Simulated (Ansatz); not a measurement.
# ThAs (Fm-3m): phonons and vibrational spectra, part 2 of 2

Aim: the vibrations of ThAs (Fm-3m), their spectra, and whether the structure is stable.

Ansatz 0.2.0; DFT PBEsol, scalar-relativistic, plane waves, PAW.

So far. Step 3 (Tight relaxation): The forces vanish by symmetry. The volume is held at 26.62 Å³/atom, so a pressure of -1.49 GPa remains at this level. Step 4 (Modes at Γ): Before it was imposed, the acoustic sum rule was missed by 3.5e-5 eV/Å². Small misses are needed for a sound result but don't prove that mesh and cutoff are converged. The lowest optical mode is real, 193 cm⁻¹.

## Step 5: Response at finite wavevector

Stability and thermal properties need the whole zone. Linear response on a 4×4×4 q mesh gives force constants as far as a supercell of that size would.

The input, input.yaml:

```yaml
crystal:
  lattice:
    - [0.0, 2.986, 2.986]
    - [2.986, 0.0, 2.986]
    - [2.986, 2.986, 0.0]
  atoms:
    - { symbol: Th, position: [0.0, 0.0, 0.0] }
    - { symbol: As, position: [0.5, 0.5, 0.5] }
kpoints:
  mp_grid: { grid: [12, 12, 12] }
hamiltonian:
  xc: pbesol
scf:
  occupations: { method: methfessel_paxton, width: 0.2 }
output:
  eigenvalues: true
phonons:
  method: dfpt
  qmesh: [4, 4, 4]
  temperatures: { t_max: 400, t_step: 50 }
  qpath:
    path:
      - [[0.0, 0.0, 0.0], [0.5, 0.0, 0.5], [0.625, 0.25, 0.625]]
      - [[0.375, 0.375, 0.75], [0.0, 0.0, 0.0], [0.5, 0.5, 0.5], [0.5, 0.25, 0.75], [0.5, 0.0, 0.5]]
    npoints: 10
```

Started as:

```console
$ ansatz run input.yaml --threads 8 --pin off --max-ram 16384MiB --backend cpu --events-out ev --progress --plain --runs-dir out
```

Numbers of over 12 decimals in the logs are rounded to 6 here.

The log of the run:

```text
[...]
Crystal: 2 atoms, lattice volume = 53.248 Å³
Basis set: ecut = 420 eV, 1037 PW (Γ), exchange–correlation on 60×60×60 points (8 copies of the dense FFT grid, shifted against one another)
Bands: 18, of which v1, the nominal top of the filled ones, is band 14 counted from 1 (13 counted from 0)
Symmetry: 48 space group operations
k-points: 72 of 1728
[...]
SCF iter   1: F=—  HF=-17871.926255 eV  |F-HF|=—  |Δ(HF+E_count)|=         —  Δρ=1.66e-3  dr2=1.42e-3  ethr=1.77e-3  ⟨swp⟩=4.1  Hψ=5134  notcnv=0
[...]
SCF iter   9: F=-17871.925991 eV  HF=-17871.925991 eV  |F-HF|=0.00e0  |Δ(HF+E_count)|=  7.28e-12  S|Δr|=    0.00e0  Δρ=4.44e-8  dr2=5.49e-13  ethr=1.00e-12  ⟨swp⟩=6.0  Hψ=5824  notcnv=0
SCF 1 converged in 9 iterations: F = -17871.925991 eV  dr2 = 5.49e-13
[...]
phonons: the bands overlap, so this run is a metal and interpolates without the dipole-dipole term. If the crystal is really an insulator or semiconductor, its LO-TO splitting is missing
NSCF: frozen V_eff on 72 k-points
WARN: eigensolver did not converge in 2 slots of this pass, the one above among them; of largest residual over every band (k=18): 1 band(s) unlocked (lowest unlocked band 17, counted from 0; max residual 8.40e-6 eV among the unlocked bands, 8.40e-6 eV over every band); of lowest unlocked band (k=9): band 17
[...]
DFPT response loops at q = (0, 0, 0) (fractional): preconditioner auto → Kerker (q_TF=auto, 2.436 Å⁻¹) (partly filled bands, converged f_vac=0.000); β = 1.00, the filter's whole step (`scf.mixing.beta` (0.50) is not read by the response loops under this deck's `scf.mixing.preconditioner`; to damp them name `kerker` or `kerker_dos`, under which they read `scf.mixing.beta`, and type it under 1.00, their step now; both keys bind the ground state too); Broyden in place of MSR1
[...]
SCF converged after 9 iterations
[...]
Free energy (F): -17871.925991 eV
[...]
Internal energy: -17871.928623 eV  (E = F + TS)
E sigma→0 (E₀):  -17871.926649 eV
Entropy (-TS):   0.002632 eV (1.316 meV/atom)
Fermi energy:    13.761274 eV
[...]
--- Band table (eV; the first three rows and the last of 72) ---
  k-point 0: bands = [... 10 lower, 12.2128, 12.2128, 12.2128, 13.9006, 13.9006, 13.9006, 14.8424, 15.0759]
  k-point 1: bands = [... 10 lower, 11.8079, 12.0040, 12.0040, 13.8272, 13.9968, 13.9968, 15.0704, 15.2289]
  k-point 2: bands = [... 10 lower, 10.9674, 11.5549, 11.5549, 13.7602, 14.2445, 14.2445, 15.4632, 15.5019]
  k-point 71: bands = [... 10 lower, 10.2227, 11.4002, 11.4002, 14.3258, 14.3258, 15.6223, 15.6223, 15.7853]
--- Phonons (Γ-DFPT): 2 representative perturbations + reference (Σ response iterations 6) ---
  ASR residual: 3.143e-5 → 0.000e0 eV/Å²; symmetrization residual: 3.142e-6 eV/Å²
  ASR residual per site (eV/Å²): 3.14e-5 3.50e-6
  Γ frequencies (cm⁻¹): 0.00 0.00 0.00 193.42 193.42 193.42
--- Phonons (arbitrary-q DFPT): 8 irreducible q on the 4×4×4 mesh ---
  q = [0.0000, 0.0000, 0.0000] (star 1, of the zone-centre solve; hermiticity 8.07e-7, symmetrization 4.91e-12): -0.00 0.00 0.00 193.42 193.42 193.42
  q = [0.0000, 0.0000, 0.2500] (star 8, 2 solved perturbations on 936 of 1728 k-point pairs; hermiticity 3.71e-7, symmetrization 8.97e-13): 63.94 63.94 79.55 183.51 184.25 184.25
[...]
q = [0.0000, 0.2500, 0.2500] (star 6, 4 solved perturbations in 1608 linear systems a pass and spin channel, the states on 510 of 1728 k-point pairs; hermiticity 1.46e-6, symmetrization 3.69e-13): 42.88 42.88 93.61 177.12 185.57 185.57
[...]
sum rule: each row above includes the acoustic sum rule's correction from the zone centre's row sums; it moved no ω² by more than (0.19 cm⁻¹)²
  mesh force constants: q→R imaginary residual 5.24e-18; ASR residual 3.143e-5 → 0.000e0 eV/Å²; symmetrization residual 3.553e-15 eV/Å²
  interpolated dispersion: 62 rows × 6 modes
  density of states and harmonic sums: on the 20×20×20 q-mesh, interpolated from the force constants of a 4×4×4 supercell (no non-analytic term)
  largest difference from the sums on the solved wave vectors: F 4.10e-3 eV, S 1.42e-5 and C_V 4.01e-6 eV/K
  zero-point energy: 0.047812 eV/cell   skipped modes (ω ≤ 0): 3   left out of the sums: 6.25e-5 of the cell's modes: C_V's classical limit lies that fraction below 3 k_B per atom; for a crystal, a wire or a layer, F and S can be off by more, and a phonons.interpolated_qmesh denser along its periods is the remedy for the sampling
```

Run time: 73 s. Hardware: 8 threads of AMD EPYC 9R45, shared host; peak memory 4.6 GiB; 8.9 min of CPU time.

This step gave:

```
sum-rule residual before enforcement                       : 3.14e-5 eV/Å²
lowest frequency on the path                               : 0 cm⁻¹
highest frequency on the path or at a solved wavevector    : 193.4 cm⁻¹
mean frequency                                             : 128.5 cm⁻¹
Debye temperature (second moment)                          : 258 K
logarithmic mean frequency                                 : 116.4 cm⁻¹
lowest mode on the q mesh (acoustic modes at Γ apart)      : 42.88 cm⁻¹
zero-point energy per atom                                 : 23.91 meV
heat capacity at 300 K                                     : 24.05 J/(mol atoms K)
vibrational entropy at 300 K                               : 39.94 J/(mol atoms K)
edges of the widest gap between branches, on path and mesh : 104.2, 169.5 cm⁻¹
```

Frequencies (cm⁻¹) solved at each irreducible wavevector; negative means imaginary. Frequencies by wavevector, by row:

```tsv
q in reciprocal lattice units	star	mode 1	mode 2	mode 3	mode 4	mode 5	mode 6
0 0 0	1	0	0	0	193.4	193.4	193.4
0 0 0.25	8	63.9	63.9	79.5	183.5	184.2	184.2
0 0 -0.5	4	91.6	91.6	104.2	169.5	169.5	181.8
0 0.25 0.25	6	42.9	42.9	93.6	177.1	185.6	185.6
0 0.25 -0.5	24	79.8	80.4	87.8	177	177.5	180.4
0 0.25 -0.25	12	56.9	90.3	100.7	173.6	178.8	179.8
0 -0.5 -0.5	3	66	66	75.2	180	181.6	181.6
0.25 -0.5 -0.25	6	71.5	71.5	96.3	175.5	180.1	180.1
```

Interpolated from a 4×4×4 q mesh. The phonon branches at the labelled points (cm⁻¹):

```tsv
point	branch 1	branch 2	branch 3	branch 4	branch 5	branch 6
Γ	0	0	0	193	193	193
halfway	43	43	94	177	186	186
X	66	66	75	180	182	182
halfway	72	73	74	180	180	181
U	69	82	89	178	179	180
jump to K	69	82	89	178	179	180
halfway	47	80	93	179	180	184
Γ	0	0	0	193	193	193
halfway	64	64	80	184	184	184
L	92	92	104	170	170	182
halfway	80	83	99	174	176	180
W	72	72	96	176	180	180
halfway	71	72	83	179	180	181
X	66	66	75	180	182	182
```

The phonon branches as a text plot (rows in cm⁻¹):

```
    189 |*******                 ***********
    181 |   *** ******************          *********************
    173 |      ***         *****              ***************
    165 |
    157 |
    149 |
    141 |
    133 |
    125 |
    117 |
    109 |
    101 |                   ****               **********
     93 |      **         ***** *            ** *****    ****
     85 |    **  ***     ***   * *            **    ***      *
     77 |   *       ******      *           **        ***     ***
     68 |           ********     ***       *             ********
     60 |        ***        ***             *
     52 |  *    *              *  **      **
     44 |      *                *   *     *
     36 |    **                  *  *    *
     28 | * *                     **     *
     20 |  *                        **  *
     12 | *                          *  *
      4 |*                            **
         Γ           X  U|K            Γ         L        W     X
```

The phonon density of states has structure finer than the step of the table below, so its rows give means over 5 cm⁻¹, whole bins alone (the curve runs from 1 to 193 cm⁻¹). Peaks (cm⁻¹: height): 71.0: 0.0847, 181.0: 0.401.

Tetrahedra on a 20×20×20 mesh, mean over bins of 2 cm-1. Interpolated from a 4×4×4 q mesh. Table of phonon density of states by wavenumber; means over each step:

```tsv
wavenumber (cm⁻¹)	phonon density of states (1/cm⁻¹/cell)
5	5.5e-5
10	3.0e-4
15	8.4e-4
20	0.00166
25	0.00272
30	0.00403
35	0.00570
40	0.00774
45	0.0103
50	0.0137
55	0.0184
60	0.0260
65	0.0414
70	0.0704
75	0.0716
80	0.0634
85	0.0677
90	0.0723
95	0.0679
100	0.0501
105	0.00375
110	0
115	0
120	0
125	0
130	0
135	0
140	0
145	0
150	0
155	0
160	0
165	7.5e-5
170	0.0262
175	0.164
180	0.304
185	0.0787
190	0.0246
```

Phonopy on the run's constants, 17x17x17 mesh, Gaussian sigma 2.0 cm-1. Interpolated from a 4×4×4 q mesh. Table of partial phonon density of states by wavenumber; read off at these points; values in 1/cm⁻¹/cell:

```tsv
wavenumber (cm⁻¹)	As	Th
-5.0	0	6.4e-6
0.0	3.0e-5	8.8e-5
5.0	1.4e-6	1.1e-5
10.0	1.1e-4	3.5e-4
15.0	2.5e-4	7.8e-4
20.0	4.2e-4	0.00131
25.0	6.4e-4	0.00202
30.0	0.00108	0.00349
35.0	0.00122	0.00403
40.0	0.00193	0.00644
45.0	0.00208	0.00723
50.0	0.00315	0.0112
55.0	0.00385	0.0143
60.0	0.00529	0.0205
65.0	0.00810	0.0330
70.0	0.0126	0.0558
75.0	0.0115	0.0606
80.0	0.00753	0.0542
85.0	0.00541	0.0613
89.3	0.00368	0.0704
90.0	0.00336	0.0693
95.0	0.00237	0.0645
100.0	0.00129	0.0497
105.0	8.1e-5	0.00458
110.0	0	1.0e-5
115.0	0	0
120.0	0	0
125.0	0	0
130.0	0	0
135.0	0	0
140.0	0	0
145.0	0	0
150.0	0	0
155.0	0	0
160.0	0	0
165.0	2.6e-4	0
170.0	0.0284	9.4e-4
175.0	0.152	0.0118
180.0	0.264	0.0401
185.0	0.0673	0.0144
190.0	0.0196	0.00551
195.0	0.00233	7.1e-4
200.0	7.1e-6	0
```

Second derivatives of the energy by pair, one row for each kind of neighbour of each atom listed. Each entry sums the pair over the periodic images of the supercell that the q mesh stands for, and in a polar crystal it holds the long-range dipole part too. Force constants by pair, by row:

```tsv
atom	neighbour	distance (Å)	third of the trace (eV/Å²)	along the pair's line (eV/Å²)
Th1	itself	0	8.266	–
Th1	As	2.986	-1.14	-2.999
Th1	Th	4.223	-0.0815	-0.2982
Th1	As	5.172	-0.0646	-0.1548
Th1	Th	5.972	0.0671	0.1903
Th1	As	6.677	-0.0202	-0.073
Th1	Th	7.314	0.001	0.0087
As2	itself	0	7.938	–
As2	Th	2.986	-1.14	-2.999
As2	As	4.223	0.0197	-0.0561
As2	Th	5.172	-0.0646	-0.1548
As2	As	5.972	-0.0653	-0.2851
As2	Th	6.677	-0.0202	-0.073
As2	As	7.314	0.006	0.0111
```

Harmonic thermodynamic functions per atom, from the density of states. Interpolated from a 4×4×4 q mesh. Thermodynamic functions, by row:

```tsv
T (K)	F_vib (meV/atom)	S (J/mol-atom/K)	C_V (J/mol-atom/K)
0	23.91	0	0
50	23	5.61	10.25
100	17.42	15.71	18.57
200	-7.07	30.38	23.01
300	-43.81	39.94	24.05
400	-88.99	46.92	24.43
```

Harmonic mean-square displacement, third of the trace. Interpolated from a 4×4×4 q mesh. Mean square displacements, by row:

```tsv
T (K)	Th1 U_eq (Å²)	As2 U_eq (Å²)
0	9.10e-4	0.00154
100	0.00207	0.00248
300	0.00575	0.00615
600	0.01141	0.01203
```

Symmetry leaves 8 wavevectors to solve. The lowest mode among them, the acoustic zeros apart, lies at q = (0, 0.25, 0.25) and is real, 42.9 cm⁻¹.

## Step 6: Outcome

```
space group (within 0.01 Å)                             : Fm-3m
volume per atom                                         : 26.6 Å³
electronic character                                    : no gap on this mesh
highest optical mode at the zone centre (no LO-TO term) : 193 cm⁻¹
lowest optical zone-centre mode                         : 193 cm⁻¹
lowest mode on the q mesh (acoustic modes at Γ apart)   : 42.9 cm⁻¹
highest frequency on the path or at a solved wavevector : 193 cm⁻¹
zero-point energy per atom                              : 23.9 meV
heat capacity at 300 K                                  : 24.1 J/(mol atoms K)
vibrational entropy at 300 K                            : 39.9 J/(mol atoms K)
Debye temperature (second moment)                       : 258 K
imaginary modes on the 4×4×4 q mesh                     : none
```

What this shows: The structure is a minimum as far as tested: no mode is imaginary at the 8 irreducible wavevectors of the 4×4×4 mesh, and the softest away from the acoustic zeros lies at 43 cm⁻¹. The optical modes at Γ form one degenerate level at 193 cm⁻¹. The highest mode in this list at Γ, 193.4 cm⁻¹, is mostly motion of As (76 % of the kinetic energy). On the path and the mesh, the widest gap between branches runs from 104 to 170 cm⁻¹. The volume was held at that of the database entry and not relaxed, so the modes belong to a cell under -1.49 GPa at this level. With no gap, or one that is small against the smearing, the frequencies hang on the k mesh and the smearing, most of all near Kohn anomalies. The phonon runs are without spin polarisation, although the cell has an odd electron count. Spin-orbit coupling is left out, which can matter for the heavy elements here. A phonon run warned that its eigensolver left some bands unconverged in a pass. These are harmonic frequencies at zero temperature: anharmonic shifts, linewidths and thermal expansion are left out.

[Logs are printed without paths, hosts, clocks, repeated set-up lines and the standing remarks that a program may print on its own settings, such as how far it seeks lower states.]

[Hosts, paths, dates, database ids (printed as entryN), source tags and the programs' standing remarks are cut or masked in the printed files.]
